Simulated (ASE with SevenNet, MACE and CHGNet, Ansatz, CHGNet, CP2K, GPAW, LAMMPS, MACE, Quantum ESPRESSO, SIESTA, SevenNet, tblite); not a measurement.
**Machine-learned potentials runs on Ga2O3 with crystalline order left by the classical run (95 atoms)**

How do the settings of machine-learned potentials change the result for Ga2O3 with crystalline order left by the classical run (95 atoms)? A plane-wave run serves as the yardstick.

Calculated with ASE with SevenNet, MACE and CHGNet; the method is named at each step.

## 1. Set-up

The cell holds 95 atoms: 38 Ga and 57 O. Its edges and angles: a = 9.848 Å, b = 9.848 Å, c = 9.848 Å, α = 90.0°, β = 90.0°, γ = 90.0°. 95 atoms (38 Fe, 57 O) placed at random at 5.32 g/cm³, melted at 5000 K for 10 ps at fixed volume with the Morse and Coulomb pair potential with partial charges (Pedone, Malavasi, Menziani, Cormack and Segre, J. Phys. Chem. B 110, 11780 (2006)). Quenched from 5000 K to 300 K at 50 K/ps and fixed volume, held 5 ps, then minimised at fixed cell. Then Fe was replaced by Ga and the cell scaled by 1.003 (the potential has no terms for the new elements, so the cell is a start for a DFT relaxation).

The yardstick, on the same geometry:

- method: Kohn-Sham DFT, PBE, SSSP efficiency 1.3.0 pseudopotentials, plane waves (Quantum ESPRESSO 7.5); sssp-pbe-1.3.0-efficiency, cutoffs 60/480 Ry, Γ point
- r.m.s. force component: 0.3345 eV/Å
- longest force: 1.197 eV/Å
- pressure: -3.035 GPa
- gap (highest filled to lowest empty level): 0.9119 eV
- time: 9.1 min on 4 MPI ranks of Arm Neoverse V1, shared host
- CPU time: 36 min

## 2. SevenNet l3i5 potential

Method: machine-learned interatomic potential SevenNet l3i5, trained on PBE(+U) plane-wave data.

Contents of run.py:

```python
import numpy as np
from ase.io import read
import mlip  # loads the published weights by name

atoms = read("structure.xyz")
atoms.calc = mlip.calc("7net-l3i5")
energy = atoms.get_potential_energy()
forces = atoms.get_forces()
print(f"energy {energy:.6f} eV")
print("forces (eV/A)")
for i, (a, f) in enumerate(zip(atoms, forces)):
    print(f"{i:4d} {a.symbol:2s} {f[0]:10.5f} {f[1]:10.5f} {f[2]:10.5f}")
stress = -atoms.get_stress(voigt=False) * 160.21766
print("stress (GPa, compression positive)")
for row in stress:
    print(" ".join(f"{x:10.4f}" for x in row))
```

Contents of structure.xyz:

```xyz
95
Lattice="9.84786 0.00000 0.00000 0.00000 9.84786 0.00000 0.00000 0.00000 9.84786" Properties=species:S:1:pos:R:3 pbc="T T T"
Ga 6.75435 2.88168 1.19110
Ga 2.24492 2.99001 7.29667
Ga 5.73106 7.10976 7.54277
Ga 9.34739 0.60879 6.56448
Ga 4.50264 1.04742 9.19672
Ga 7.48043 5.53735 9.44528
Ga 7.07037 5.99232 5.08100
Ga 0.86316 8.52795 4.66217
Ga 4.53976 1.24782 4.47467
Ga 2.50766 6.09514 2.02472
Ga 2.54538 2.37806 1.39200
Ga 0.98291 8.41894 9.75381
Ga 2.57167 9.27727 7.09075
Ga 1.21365 1.42282 4.28894
Ga 4.39825 7.92743 0.14220
Ga 2.28835 6.32528 7.97706
Ga 6.13266 6.65902 2.11827
Ga 0.86740 1.34985 9.05058
Ga 2.56497 9.31519 2.31700
Ga 1.70752 3.92063 3.64617
Ga 7.24990 9.00961 4.46266
Ga 0.41026 4.76774 9.81645
Ga 9.31312 4.03093 6.50303
Ga 7.55085 2.44207 4.47733
Ga 4.35689 7.87208 4.76843
Ga 3.91659 5.09715 5.70930
Ga 5.11025 4.06923 3.27865
Ga 0.72451 5.96869 5.20971
Ga 8.86130 4.40318 2.62800
Ga 9.25108 7.50673 7.33232
Ga 8.89055 7.81526 2.29071
Ga 7.49885 9.23207 9.46340
Ga 7.99971 2.53661 8.51761
Ga 5.94880 0.12950 6.82378
Ga 5.88114 0.15865 1.99646
Ga 5.73195 3.49776 7.03649
Ga 9.30879 1.01433 1.91925
Ga 4.46561 4.50224 9.67030
O 4.22582 6.92354 1.82658
O 5.30790 8.98115 8.40860
O 2.79492 5.54306 9.75352
O 7.27974 7.23414 3.60707
O 6.40160 3.69620 9.00104
O 7.19041 4.41056 3.91777
O 7.78877 9.68360 2.75720
O 7.63327 7.43149 8.34606
O 9.22380 1.61968 4.92974
O 3.01847 1.14925 3.28466
O 0.37668 9.38225 8.12370
O 8.82723 4.53523 8.30844
O 0.46433 6.65932 8.92610
O 0.56517 9.70516 3.16057
O 4.85913 3.33192 5.10868
O 9.10691 8.83885 0.67182
O 8.76391 6.03979 6.07190
O 8.99060 1.54986 0.00335
[... 35 atom lines left out ...]
O 3.83426 4.16200 7.54208
O 6.44917 1.11035 0.35068
O 1.72505 7.76169 1.47639
O 0.09227 7.04496 3.73933
```

The run is started by

```sh
OMP_NUM_THREADS=1 python run.py > output.txt
```

The program printed:

```text
energy -549.651550 eV
forces (eV/A)
   0 Ga    0.00686    0.00653    0.63885
   1 Ga   -0.07659    0.44449   -0.99095
   2 Ga   -0.14939   -0.35340   -0.58624
   3 Ga    0.21303   -0.29521   -0.53058
   4 Ga   -0.00082    0.44688   -0.18762
   5 Ga    0.43641   -0.05599   -0.07807
   6 Ga   -0.35147   -0.53729    0.06721
   7 Ga   -0.16878    0.07325    0.06002
   8 Ga    0.04555   -0.44167   -0.52727
   9 Ga    0.17301   -0.12360   -0.95331
  10 Ga   -0.41131    0.34781    0.04695
  11 Ga    0.06618   -0.31770   -0.55886
  12 Ga   -0.23364    1.00994   -0.04528
  13 Ga    0.40857    0.28513    0.44029
  14 Ga    0.49314    0.39412    0.27841
  15 Ga   -0.34535    0.01743    0.08915
  16 Ga    0.40679    0.41062   -0.25849
  17 Ga   -0.00977    0.33176    0.10202
  18 Ga   -0.32827    0.08092    0.47808
  19 Ga    0.56450   -0.12786    1.16031
  20 Ga   -0.22336    0.13968    0.08895
  21 Ga    0.32207   -0.74147   -0.19564
  22 Ga   -0.04408    0.43061    0.32881
  23 Ga    0.49326   -0.32634    0.48671
[...]
87 O    -0.12927   -0.13834   -0.40553
  88 O    -0.42741    0.20204   -0.17053
  89 O    -0.42968    0.21338   -0.21655
  90 O    -0.11937    0.13508   -0.22756
  91 O     0.22445   -0.54483   -0.26629
  92 O    -0.33867   -0.10264    0.25313
  93 O     0.35906    0.34119    0.50341
  94 O    -0.04228    0.70529   -0.66560
stress (GPa, compression positive)
   -1.8277    -1.5581    -4.2636
   -1.5581    -2.4910     2.6877
   -4.2636     2.6877    -3.5129
```

Wall time 14 s (1 thread of Arm Neoverse V1, shared host); peak memory 2 GiB.

Banners, paths, timers and routine set-up lines are dropped from the logs unmarked, and long logs keep their key lines alone; longer cuts are marked.

Numbers from this run, and their distance from the reference:

```
r.m.s. force component                  : 0.348 eV/Å
r.m.s. difference of force components   : 57.32 meV/Å
longest difference of force vectors     : 186.6 meV/Å
force difference over r.m.s. force      : 17.14 %
slope of forces against the reference's : 1.027
correlation of force components         : 0.9867
pressure                                : -2.611 GPa
pressure difference                     : 0.4248 GPa
```

Length of the force difference by element (eV/Å):

| element | atoms | mean | most |
| --- | --- | --- | --- |
| Ga | 38 | 0.089 | 0.17 |
| O | 57 | 0.094 | 0.19 |

A closer look about O94, which has 3 bonded neighbours where the commonest count for O is 4: 9 atoms, nearest first, numbered in the order of the input, with positions taken from that point.

| atom | x | y | z | distance (Å) | bonds | Fx | Fy | Fz (eV/Å) |
| --- | --- | --- | --- | --- | --- | --- | --- | --- |
| O94 | 0.00 | 0.00 | 0.00 | 0.00 | 3 | 0.36 | 0.34 | 0.50 |
| Ga12 | -0.74 | 0.66 | -1.57 | 1.86 | 6 | 0.07 | -0.32 | -0.56 |
| Ga10 | 0.78 | -1.67 | 0.55 | 1.92 | 5 | 0.17 | -0.12 | -0.95 |
| Ga19 | 0.84 | 1.55 | 0.84 | 1.96 | 6 | -0.33 | 0.08 | 0.48 |
| O39 | 2.50 | -0.84 | 0.35 | 2.66 | 3 | 0.35 | 0.19 | -0.34 |
| O70 | 0.95 | 0.47 | 2.53 | 2.74 | 3 | 0.11 | -0.03 | -0.73 |
| O68 | -0.14 | 2.67 | -0.70 | 2.76 | 5 | -0.16 | 0.23 | 0.71 |
| O88 | 1.04 | 0.41 | -2.57 | 2.80 | 4 | -0.13 | -0.14 | -0.41 |
| Ga31 | -2.68 | 0.05 | 0.81 | 2.80 | 5 | -0.44 | -0.26 | 0.49 |

Atoms are counted from 1 here, from 0 in the log.

Forces lie 17 % from the reference's, at 0.0061 times its CPU time (on 1 against 4 cores).

## 3. MACE MP-0b3 medium potential

Method: machine-learned interatomic potential MACE MP-0b3 medium, trained on PBE(+U) plane-wave data.

run.py, as its differences from that of step 2:

```diff
@@ -5,3 +5,3 @@
 atoms = read("structure.xyz")
-atoms.calc = mlip.calc("7net-l3i5")
+atoms.calc = mlip.calc("mace-mp-0b3-medium")
 energy = atoms.get_potential_energy()
```

structure.xyz is that of step 2.

The program printed:

```text
energy -550.661355 eV
forces (eV/A)
   0 Ga    0.01436   -0.00624    0.47382
   1 Ga    0.00092    0.51347   -0.74243
   2 Ga   -0.14759   -0.32821   -0.54439
   3 Ga    0.10323   -0.28840   -0.42912
   4 Ga    0.05728    0.41757   -0.13457
   5 Ga    0.31606   -0.23961   -0.11330
   6 Ga   -0.36568   -0.54141    0.04558
   7 Ga   -0.18024   -0.03763    0.23579
   8 Ga    0.15547   -0.32970   -0.59852
   9 Ga    0.22673   -0.10386   -0.96489
  10 Ga   -0.43127    0.38144    0.04660
  11 Ga   -0.01101   -0.34132   -0.59966
  12 Ga   -0.20484    0.79838    0.02336
  13 Ga    0.35636    0.30203    0.20459
  14 Ga    0.43298    0.31150    0.17447
  15 Ga   -0.29852    0.09073    0.02101
  16 Ga    0.34413    0.25753   -0.12157
  17 Ga    0.01837    0.26940    0.15692
  18 Ga   -0.25639    0.08464    0.38800
  19 Ga    0.51024   -0.19043    0.78007
  20 Ga   -0.12437    0.05408    0.10395
  21 Ga    0.26178   -0.66122   -0.24266
  22 Ga   -0.09610    0.37974    0.29531
  23 Ga    0.44497   -0.19655    0.35382
[...]
87 O    -0.15755   -0.06333   -0.43013
  88 O    -0.38076    0.25281   -0.18007
  89 O    -0.36469    0.21611   -0.18160
  90 O    -0.14521    0.15652   -0.24255
  91 O     0.11449   -0.48354   -0.20910
  92 O    -0.29488   -0.14106    0.19857
  93 O     0.22664    0.26016    0.52605
  94 O    -0.06008    0.63942   -0.70199
stress (GPa, compression positive)
   -1.7874    -1.5315    -3.8703
   -1.5315    -2.9091     2.5673
   -3.8703     2.5673    -3.7179
```

The job ended after 11 s (1 thread; peak memory 1.3 GiB).

Against the reference:

```yaml
r_m_s_force_component: 0.3154 eV/Å
r_m_s_difference_of_force_components: 73.98 meV/Å
longest_difference_of_force_vectors: 268.2 meV/Å
force_difference_over_r_m_s_force: 22.12 %
slope_of_forces_against_the_reference_s: 0.9202
correlation_of_force_components: 0.9758
pressure: -2.805 GPa
pressure_difference: 0.2305 GPa
```

Against the first run (17 %), the force difference from the reference is 22 %, at 0.75 times the CPU time.

## 4. CHGNet 0.3.0 potential

Method: machine-learned interatomic potential CHGNet 0.3.0, trained on PBE(+U) plane-wave data.

run.py, as its differences from that of step 3:

```diff
@@ -5,3 +5,3 @@
 atoms = read("structure.xyz")
-atoms.calc = mlip.calc("mace-mp-0b3-medium")
+atoms.calc = mlip.calc("chgnet-0.3.0")
 energy = atoms.get_potential_energy()
```

structure.xyz is that of step 3.

The program printed:

```text
CHGNet v0.3.0 initialized with 412,525 parameters
CHGNet will run on cpu
energy -590.758484 eV
forces (eV/A)
   0 Ga    0.17434    0.02450    0.56136
   1 Ga   -0.05554    0.51529   -0.89448
   2 Ga   -0.28109   -0.28275   -0.43529
   3 Ga    0.19182   -0.24887   -0.56989
   4 Ga   -0.02093    0.48056   -0.12823
   5 Ga    0.30961    0.09240   -0.20358
   6 Ga   -0.43002   -0.46177   -0.03170
   7 Ga   -0.20693   -0.17580    0.17177
   8 Ga    0.16299   -0.31170   -0.62485
   9 Ga    0.23522    0.01260   -1.00625
  10 Ga   -0.26668    0.27437   -0.10345
  11 Ga    0.08871   -0.48737   -0.48903
  12 Ga   -0.04630    0.96617   -0.05158
  13 Ga    0.43939    0.32722    0.37924
  14 Ga    0.44905    0.39684    0.30816
  15 Ga   -0.26086    0.16342    0.07242
  16 Ga    0.39134    0.21762   -0.15028
  17 Ga   -0.03531    0.19953    0.16092
  18 Ga   -0.01254   -0.00997    0.36405
  19 Ga    0.55798   -0.25114    1.17075
  20 Ga   -0.29996    0.09297    0.01438
  21 Ga    0.28144   -0.48700   -0.25144
  22 Ga    0.03816    0.58955    0.15480
  23 Ga    0.32404   -0.24917    0.47067
[...]
87 O    -0.12535   -0.12458   -0.36685
  88 O    -0.33309    0.22154   -0.09841
  89 O    -0.33664    0.14526   -0.23704
  90 O    -0.48517    0.13415   -0.31490
  91 O     0.41900   -0.49921   -0.16676
  92 O    -0.28492   -0.04758    0.27934
  93 O     0.15677    0.32847    0.39501
  94 O    -0.02275    0.70736   -0.46547
stress (GPa, compression positive)
   -1.7850    -1.2869    -3.4094
   -1.2869    -3.0462     2.2989
   -3.4094     2.2989    -3.9775
```

It took 5 s on 1 thread; peak memory 2 GiB.

Compared with the plane-wave run:

- r.m.s. force component: 0.3252 eV/Å
- r.m.s. difference of force components: 102.5 meV/Å
- longest difference of force vectors: 397.2 meV/Å
- force difference over r.m.s. force: 30.66 %
- slope of forces against the reference's: 0.9256
- correlation of force components: 0.9521
- pressure: -2.936 GPa
- pressure difference: 0.0991 GPa

Against the first run (17 %), the force difference from the reference is 31 %, at 0.37 times the CPU time.

## 5. All runs compared

Differences are against the plane-wave reference, forces as r.m.s. over components; share is that over the reference's r.m.s. force, slope the least-squares factor from reference forces to these. Total energies of different programs have different zeros and aren't compared.

| run | Δ force, r.m.s. (meV/Å) | share (%) | slope | Δ pressure (GPa) | cores | CPU time | memory (GiB) |
| --- | --- | --- | --- | --- | --- | --- | --- |
| reference | - | - | - | - | 4 | 36 min | 3.8 |
| SevenNet l3i5 potential | 57.3 | 17.1 | 1.027 | 0.425 | 1 | 13 s | 2 |
| MACE MP-0b3 medium potential | 74.0 | 22.1 | 0.920 | 0.231 | 1 | 9.9 s | 1.3 |
| CHGNet 0.3.0 potential | 103 | 30.7 | 0.926 | 0.0991 | 1 | 4.9 s | 2.0 |

Times of the machine-learned potentials are mostly Python's start and the loading of weights.

CPU time is summed over cores on a shared host, where runs went side by side, so it is rough. Symmetry, cutoffs, thresholds, outputs and thread counts weren't matched or tuned between programs; memory under MPI is the largest rank's times the ranks.

## 6. Results

- nearest in forces: SevenNet l3i5 potential, 17 %
- its CPU time: 13 s

In words: Machine-learned potentials differ by 17 % (SevenNet l3i5 potential) to 31 % (CHGNet 0.3.0 potential); they were trained on other programs' data. The reference's pressure holds the uncorrected Pulay stress of its 60 Ry basis, so small pressure differences, and their order, may be the reference's own error. Machine-learned potentials mimic data converged in k, so the reference's own k-point error enters their differences. The quench rate of 50 K/ps is many orders above laboratory rates, so the cell is likely richer in defects and strain than a real sample. The network of bonds at the start is that of the classical potential that made the cell, and needn't be the one that DFT or experiment would give. The reference's pressure of -3.0 GPa belongs to a cell and atoms that aren't relaxed at this level. The electronic-structure runs sample only Γ, in a cell whose shortest periodic width is 10 Å.

[Also dropped from logs without a mark: logging warnings of Python, and SIESTA's first energy breakdown and zero terms.]

[Logs are printed without paths, hosts, clocks, repeated set-up lines and the standing remarks that a program may print on its own settings, such as how far it seeks lower states.]

[Hosts, paths, dates, database ids (printed as entryN), source tags and the programs' standing remarks are cut or masked in the printed files.]
